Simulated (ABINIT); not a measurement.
# CdPbS3 (Pm-3m): zone-centre phonons

Aim: the zone-centre modes of CdPbS3 (Pm-3m).

Method: DFT PBE, scalar-relativistic, plane waves, SG15 norm-conserving pseudopotentials, in ABINIT 10.8.3.

The structure was built from a prototype and need not be the compound's stable phase.

### Step 1. The starting structure

Symmetry: Pm-3m, No. 221, cubic system. The conventional cell has a = 5.125 Å, b = 5.125 Å, c = 5.125 Å, α = 90.00°, β = 90.00°, γ = 90.00°. Cd has 12 S at 3.62 Å nearest. Nearest to Pb lie 6 S at 2.56 Å. Nearest to S lie 2 Pb at 2.56 Å. Farther neighbours and most contacts between anions are not listed.

### Step 2. A probe with smearing

A first run with smearing and empty bands tells whether the crystal has a gap, which decides between fixed occupations and smearing later on.

File probe.abi:

```
# ground state
tolvrs 1.0d-08
prtden 1
prtwf 1

# basis, mesh and filling
ecut 30.0
ngkpt 4 4 4
nshiftk 1
shiftk 0.0 0.0 0.0
istwfk *1
occopt 7
tsmear 0.005
nband 36
nstep 100
diemac 9.0
prtebands 0
prtgsr 0
useylm 1

# cell and atoms
acell 9.685602279 9.685602279 9.685602279
rprim 
    1.0 0.0 0.0
    0.0 1.0 0.0
    0.0 0.0 1.0
ntypat 3
znucl 48 82 16
natom 5
typat 1 2 3 3 3
xred 
    0.0 0.0 0.0
    0.5 0.5 0.5
    0.5 0.5 0.0
    0.5 0.0 0.5
    0.0 0.5 0.5
pp_dirpath "./pseudo"
pseudos "Cd.upf, Pb.upf, S.upf"
```

On the command line:

```
OMP_NUM_THREADS=1 mpirun -n 4 abinit probe.abi > probe.log
```

Numbers of over 12 decimals in the logs are rounded to 6 here.

probe.abo, the main output file:

```text
[banners, grids, parts of the stress and lines that vanish by symmetry left out]
- input  file    -> probe.abi
- output file    -> probe.abo
- root for input  files -> probei
[...]
Symmetries : space group Pm -3 m (#221); Bravais cP (primitive cubic)
[...]
mpw =        7184          nfft =      110592          nkpt =          10
[...]
== DATASET  1 ==================================================================
[...]
cutoff_energies: {ecut:  30.0, pawecutdg:  -1.0, }
[...]
ETOT  1  -242.12833906952    -2.421E+02 1.199E-01 8.434E+02
 ETOT  2  -242.38087833285    -2.525E-01 1.342E-02 4.138E+02
 ETOT  3  -242.46478461498    -8.391E-02 4.342E-03 2.339E+01
 ETOT  4  -242.46671205949    -1.927E-03 4.449E-04 8.178E+00
 ETOT  5  -242.46770526237    -9.932E-04 2.440E-04 1.252E-01
[...]
ETOT 10  -242.46772294154    -2.541E-11 1.947E-05 3.974E-08
 ETOT 11  -242.46772294156    -1.069E-11 2.599E-05 4.714E-10
 At SCF step   11       vres2   =  4.71E-10 < tolvrs=  1.00E-08 =>converged.
[...]
sigma(1 1)= -6.78030763E-05  sigma(3 2)=  0.00000000E+00
  sigma(2 2)= -6.78030763E-05  sigma(3 1)=  0.00000000E+00
  sigma(3 3)= -6.78030763E-05  sigma(2 1)=  0.00000000E+00
[...]
convergence: {deltae: -1.069E-11, res2:  4.714E-10, residm:  2.599E-05, diffor: null, }
etotal    :  -2.42467723E+02
[...]
sigma(1 1)= -6.78030763E-05  sigma(3 2)=  0.00000000E+00
  sigma(2 2)= -6.78030763E-05  sigma(3 1)=  0.00000000E+00
  sigma(3 3)= -6.78030763E-05  sigma(2 1)=  0.00000000E+00
[...]
- sigma(1 1)= -1.99483538E+00  sigma(3 2)=  0.00000000E+00
- sigma(2 2)= -1.99483538E+00  sigma(3 1)=  0.00000000E+00
- sigma(3 3)= -1.99483538E+00  sigma(2 1)=  0.00000000E+00
[...]
fcart     -0.0000000000E+00 -0.0000000000E+00 -0.0000000000E+00
           strten     -6.7803076301E-05 -6.7803076301E-05 -6.7803076301E-05
================================================================================

[key lines of the parts left out:]
pressure_GPa:   1.9948E+00
```

The job ended after 32 s (4 MPI ranks of Arm Neoverse V1, shared host).

Numbers from this step:

* volume per atom: 26.93 Å³
* pressure: 1.995 GPa
* gap on the k-mesh: 0 eV

No gap opens on this mesh, so smearing is kept; the printed pressure holds the stress of the finite basis too.

### Step 3. Rough relaxation

The typed start is rough, so a first relaxation with smearing and loose thresholds takes it towards rest cheaply.

File prerelax.abi:

```
# relaxation
ionmov 2
optcell 2
dilatmx 1.15
chkdilatmx 0
ntime 40
tolmxf 3.0d-04
tolvrs 1.0d-10
prtwf 0
prtden 0
chksymtnons 0

# basis, mesh and filling
ecut 31.0
ecutsm 3.0
ngkpt 4 4 4
nshiftk 1
shiftk 0.0 0.0 0.0
istwfk *1
occopt 7
tsmear 0.005
nband 36
nstep 100
diemac 1000000.0
prtebands 0
prtgsr 0
useylm 1

# cell and atoms
acell 9.685602279 9.685602279 9.685602279
rprim 
    1.0 0.0 0.0
    0.0 1.0 0.0
    0.0 0.0 1.0
ntypat 3
znucl 48 82 16
natom 5
typat 1 2 3 3 3
xred 
    0.0 0.0 0.0
    0.5 0.5 0.5
    0.5 0.5 0.0
    0.5 0.0 0.5
    0.0 0.5 0.5
pp_dirpath "./pseudo"
pseudos "Cd.upf, Pb.upf, S.upf"
```

On the command line:

```
OMP_NUM_THREADS=1 mpirun -n 4 abinit prerelax.abi > prerelax.log
```

prerelax.abo, the main output file:

```text
[banners, grids, parts of the stress and lines that vanish by symmetry left out]
- input  file    -> prerelax.abi
- output file    -> prerelax.abo
- root for input  files -> prerelaxi
[...]
Symmetries : space group Pm -3 m (#221); Bravais cP (primitive cubic)
[...]
mpw =       11536          nfft =      216000          nkpt =          10
[...]
== DATASET  1 ==================================================================
[...]
cutoff_energies: {ecut:  31.0, pawecutdg:  -1.0, }
[...]
ETOT  1  -242.15638257977    -2.422E+02 1.067E-01 1.614E+03
 ETOT  2  -242.42319522619    -2.668E-01 4.341E-03 3.616E+02
 ETOT  3  -242.46535911150    -4.216E-02 1.482E-03 3.815E+01
 ETOT  4  -242.46745983793    -2.101E-03 7.321E-04 2.724E+00
 ETOT  5  -242.46769398045    -2.341E-04 7.151E-04 3.418E-02
[...]
At SCF step   13       vres2   =  2.71E-13 < tolvrs=  1.00E-10 =>converged.
[...]
ETOT 10  -242.46912140164     3.695E-12 3.490E-08 9.547E-12
 At SCF step   10       vres2   =  9.55E-12 < tolvrs=  1.00E-10 =>converged.
[...]
sigma(1 1)= -1.94142627E-07  sigma(3 2)=  0.00000000E+00
  sigma(2 2)= -1.94142627E-07  sigma(3 1)=  0.00000000E+00
  sigma(3 3)= -1.94142627E-07  sigma(2 1)=  0.00000000E+00
[...]
convergence: {deltae:  3.695E-12, res2:  9.547E-12, residm:  3.490E-08, diffor: null, }
etotal    :  -2.42469121E+02
[...]
At Broyd/MD step   4, gradients are converged :
[...]
sigma(1 1)= -1.94142627E-07  sigma(3 2)=  0.00000000E+00
  sigma(2 2)= -1.94142627E-07  sigma(3 1)=  0.00000000E+00
  sigma(3 3)= -1.94142627E-07  sigma(2 1)=  0.00000000E+00
[...]
- sigma(1 1)= -5.71187330E-03  sigma(3 2)=  0.00000000E+00
- sigma(2 2)= -5.71187330E-03  sigma(3 1)=  0.00000000E+00
- sigma(3 3)= -5.71187330E-03  sigma(2 1)=  0.00000000E+00
[...]
fcart     -0.0000000000E+00 -0.0000000000E+00 -0.0000000000E+00
           strten     -1.9414262737E-07 -1.9414262738E-07 -1.9414262737E-07
================================================================================

[key lines of the parts left out:]
pressure_GPa:   5.7119E-03
Total energy (etotal) [Ha]= -2.42469121401645E+02
```

It took 3.8 min on 4 MPI ranks.

The steps of the relaxation:

```csv
step,energy less that of the first step (eV),largest force (eV/Å),volume (Å³)
1,0.0000,0.0000,134.64
2,-0.0099,0.0000,135.48
3,-0.0386,0.0000,140.65
4,-0.0387,0.0000,140.98
```

```
conventional cell, symmetrised  before  after  change
                         a (Å)   5.125  5.205  +1.5 %
                         b (Å)   5.125  5.205  +1.5 %
                         c (Å)   5.125  5.205  +1.5 %
              volume (Å³/atom)   26.93  28.20  +4.7 %
```

Numbers from this step:

- volume per atom: 28.20 Å³
- pressure: 0.005712 GPa

The volume changes by +4.7 % in this run and stands +4.7 % from the first cell.

### Step 4. Relaxing the cell and atoms

The harmonic expansion needs vanishing forces, and a free crystal bears no stress, so cell and atoms are brought to rest. Stress is more sensitive to the basis than forces are: the last 3 Ha under the cutoff are smoothed with ecutsm, and the cutoff is raised above that of the later runs.

File relax.abi:

```
# relaxation
ionmov 2
optcell 2
dilatmx 1.08
ntime 40
tolmxf 1.0d-05
tolvrs 1.0d-14
prtwf 0
prtden 0
chksymtnons 0

# basis, mesh and filling
ecut 38.0
ecutsm 3.0
ngkpt 4 4 4
nshiftk 1
shiftk 0.0 0.0 0.0
istwfk *1
occopt 7
tsmear 0.01
nband 36
nstep 100
diemac 1000000.0
prtebands 0
prtgsr 0
useylm 1

# cell and atoms
acell 9.835142871 9.835142871 9.835142871
rprim 
    1.0 0.0 0.0
    0.0 1.0 0.0
    0.0 0.0 1.0
ntypat 3
znucl 48 82 16
natom 5
typat 1 2 3 3 3
xred 
    0.0 0.0 0.0
    0.5 0.5 0.5
    0.5 0.5 0.0
    0.5 0.0 0.5
    0.0 0.5 0.5
pp_dirpath "./pseudo"
pseudos "Cd.upf, Pb.upf, S.upf"
```

On the command line:

```
OMP_NUM_THREADS=1 mpirun -n 4 abinit relax.abi > relax.log
```

relax.abo, the main output file:

```text
[banners, grids, parts of the stress and lines that vanish by symmetry left out]
- input  file    -> relax.abi
- output file    -> relax.abo
- root for input  files -> relaxi
[...]
Symmetries : space group Pm -3 m (#221); Bravais cP (primitive cubic)
[...]
mpw =       13448          nfft =      216000          nkpt =          10
[...]
== DATASET  1 ==================================================================
[...]
cutoff_energies: {ecut:  38.0, pawecutdg:  -1.0, }
[...]
ETOT  1  -242.11220412181    -2.421E+02 8.282E-02 1.710E+03
 ETOT  2  -242.41626712336    -3.041E-01 1.290E-02 4.685E+02
 ETOT  3  -242.47027789622    -5.401E-02 2.404E-03 3.511E+01
 ETOT  4  -242.47237897816    -2.101E-03 7.565E-04 9.894E-01
 ETOT  5  -242.47244275008    -6.377E-05 3.362E-04 3.360E-02
[...]
At SCF step   14       vres2   =  7.41E-15 < tolvrs=  1.00E-14 =>converged.
[...]
sigma(1 1)= -9.76474311E-07  sigma(3 2)=  0.00000000E+00
  sigma(2 2)= -9.76474311E-07  sigma(3 1)=  0.00000000E+00
  sigma(3 3)= -9.76474311E-07  sigma(2 1)=  0.00000000E+00
[...]
convergence: {deltae:  6.651E-12, res2:  7.412E-15, residm:  4.648E-05, diffor: null, }
etotal    :  -2.42472447E+02
[...]
ETOT  1  -242.47244566797    -2.425E+02 3.189E-05 1.083E-02
[...]
At SCF step   10       vres2   =  9.77E-15 < tolvrs=  1.00E-14 =>converged.
[...]
sigma(1 1)= -8.60364670E-07  sigma(3 2)=  0.00000000E+00
  sigma(2 2)= -8.60364670E-07  sigma(3 1)=  0.00000000E+00
  sigma(3 3)= -8.60364670E-07  sigma(2 1)=  0.00000000E+00
[...]
convergence: {deltae:  4.064E-12, res2:  9.769E-15, residm:  2.853E-06, diffor: null, }
etotal    :  -2.42472447E+02
[...]
ETOT  1  -242.47239391519    -2.425E+02 2.249E-06 5.962E-01
[...]
ETOT 10  -242.47244689715    -1.327E-11 1.880E-07 5.297E-13
 ETOT 11  -242.47244689712     3.013E-11 2.100E-07 3.959E-15
 At SCF step   11       vres2   =  3.96E-15 < tolvrs=  1.00E-14 =>converged.
[...]
sigma(1 1)= -9.10181274E-10  sigma(3 2)=  0.00000000E+00
  sigma(2 2)= -9.10181270E-10  sigma(3 1)=  0.00000000E+00
  sigma(3 3)= -9.10181267E-10  sigma(2 1)=  0.00000000E+00
[...]
convergence: {deltae:  3.013E-11, res2:  3.959E-15, residm:  2.100E-07, diffor: null, }
etotal    :  -2.42472447E+02
[...]
At Broyd/MD step   3, gradients are converged :
[...]
sigma(1 1)= -9.10181274E-10  sigma(3 2)=  0.00000000E+00
  sigma(2 2)= -9.10181270E-10  sigma(3 1)=  0.00000000E+00
  sigma(3 3)= -9.10181267E-10  sigma(2 1)=  0.00000000E+00
[...]
- sigma(1 1)= -2.67784576E-05  sigma(3 2)=  0.00000000E+00
- sigma(2 2)= -2.67784575E-05  sigma(3 1)=  0.00000000E+00
- sigma(3 3)= -2.67784574E-05  sigma(2 1)=  0.00000000E+00
[...]
fcart     -0.0000000000E+00 -0.0000000000E+00 -0.0000000000E+00
           strten     -9.1018127410E-10 -9.1018126976E-10 -9.1018126716E-10
================================================================================

[key lines of the parts left out:]
pressure_GPa:   2.6778E-05
Total energy (etotal) [Ha]= -2.42472446897120E+02
```

It took 3.2 min on 4 MPI ranks.

Little changed from the start: no atom moved by 0.005 Å and no cell edge by 0.1 %.

This step gave:

* volume per atom: 28.22 Å³
* pressure: 2.68e-5 GPa

The volume changes by +0.1 % in this run and stands +4.8 % from the first cell.

### Step 5. Self-consistent run for the response

The response is built on these wavefunctions, so the potential is converged far more tightly than an energy would need. Smearing stays on, as the first look found no gap above 0.3 eV.

File gs.abi:

```
# ground state
tolvrs 1.0d-16
prtden 1
prtwf 1

# basis, mesh and filling
ecut 30.0
ngkpt 4 4 4
nshiftk 1
shiftk 0.0 0.0 0.0
istwfk *1
occopt 7
tsmear 0.01
nband 36
nstep 100
diemac 1000000.0
prtebands 0
prtgsr 0
useylm 1

# cell and atoms
acell 9.83756746 9.83756746 9.83756746
rprim 
    1.0 0.0 0.0
    0.0 1.0 0.0
    0.0 0.0 1.0
ntypat 3
znucl 48 82 16
natom 5
typat 1 2 3 3 3
xred 
    0.0 0.0 0.0
    0.5 0.5 0.5
    0.5 0.5 0.0
    0.5 0.0 0.5
    0.0 0.5 0.5
pp_dirpath "./pseudo"
pseudos "Cd.upf, Pb.upf, S.upf"
```

On the command line:

```
OMP_NUM_THREADS=1 mpirun -n 4 abinit gs.abi > gs.log
```

gs.abo, the main output file:

```text
[banners, grids, parts of the stress and lines that vanish by symmetry left out]
- input  file    -> gs.abi
- output file    -> gs.abo
- root for input  files -> gsi
[...]
Symmetries : space group Pm -3 m (#221); Bravais cP (primitive cubic)
[...]
mpw =        7568          nfft =      125000          nkpt =          10
[...]
== DATASET  1 ==================================================================
[...]
cutoff_energies: {ecut:  30.0, pawecutdg:  -1.0, }
[...]
ETOT  1  -242.15182367411    -2.422E+02 5.827E-02 9.519E+02
 ETOT  2  -242.41937565060    -2.676E-01 3.026E-03 2.480E+02
 ETOT  3  -242.46989243647    -5.052E-02 8.403E-04 2.189E+01
 ETOT  4  -242.47214511633    -2.253E-03 6.661E-04 5.081E-01
 ETOT  5  -242.47220721906    -6.210E-05 3.033E-04 1.767E-02
[...]
ETOT 15  -242.47221072236     2.603E-11 6.808E-05 1.559E-16
 ETOT 16  -242.47221072237    -1.174E-11 1.962E-05 1.590E-17
 At SCF step   16       vres2   =  1.59E-17 < tolvrs=  1.00E-16 =>converged.
[...]
sigma(1 1)=  1.34498375E-06  sigma(3 2)=  0.00000000E+00
  sigma(2 2)=  1.34498375E-06  sigma(3 1)=  0.00000000E+00
  sigma(3 3)=  1.34498375E-06  sigma(2 1)=  0.00000000E+00
[...]
convergence: {deltae: -1.174E-11, res2:  1.590E-17, residm:  1.962E-05, diffor: null, }
etotal    :  -2.42472211E+02
[...]
sigma(1 1)=  1.34498375E-06  sigma(3 2)=  0.00000000E+00
  sigma(2 2)=  1.34498375E-06  sigma(3 1)=  0.00000000E+00
  sigma(3 3)=  1.34498375E-06  sigma(2 1)=  0.00000000E+00
[...]
- sigma(1 1)=  3.95707881E-02  sigma(3 2)=  0.00000000E+00
- sigma(2 2)=  3.95707881E-02  sigma(3 1)=  0.00000000E+00
- sigma(3 3)=  3.95707881E-02  sigma(2 1)=  0.00000000E+00
[...]
fcart     -0.0000000000E+00 -0.0000000000E+00 -0.0000000000E+00
           strten      1.3449837493E-06  1.3449837493E-06  1.3449837493E-06
================================================================================

[key lines of the parts left out:]
pressure_GPa:  -3.9571E-02
```

Elapsed: 50 s, on 4 MPI ranks; 3.3 min of CPU time.

Read from the output:

```
pressure : -0.03957 GPa
```

The cell stands at -0.040 GPa, close enough for phonons.

[end of part 1 of 4]

[Host names and launcher messages were left out of these logs when they were recorded.]

[Logs are printed without paths, hosts, clocks, repeated set-up lines and the standing remarks that a program may print on its own settings, such as how far it seeks lower states.]

[Hosts, paths, dates, database ids (printed as entryN), source tags and the programs' standing remarks are cut or masked in the printed files.]
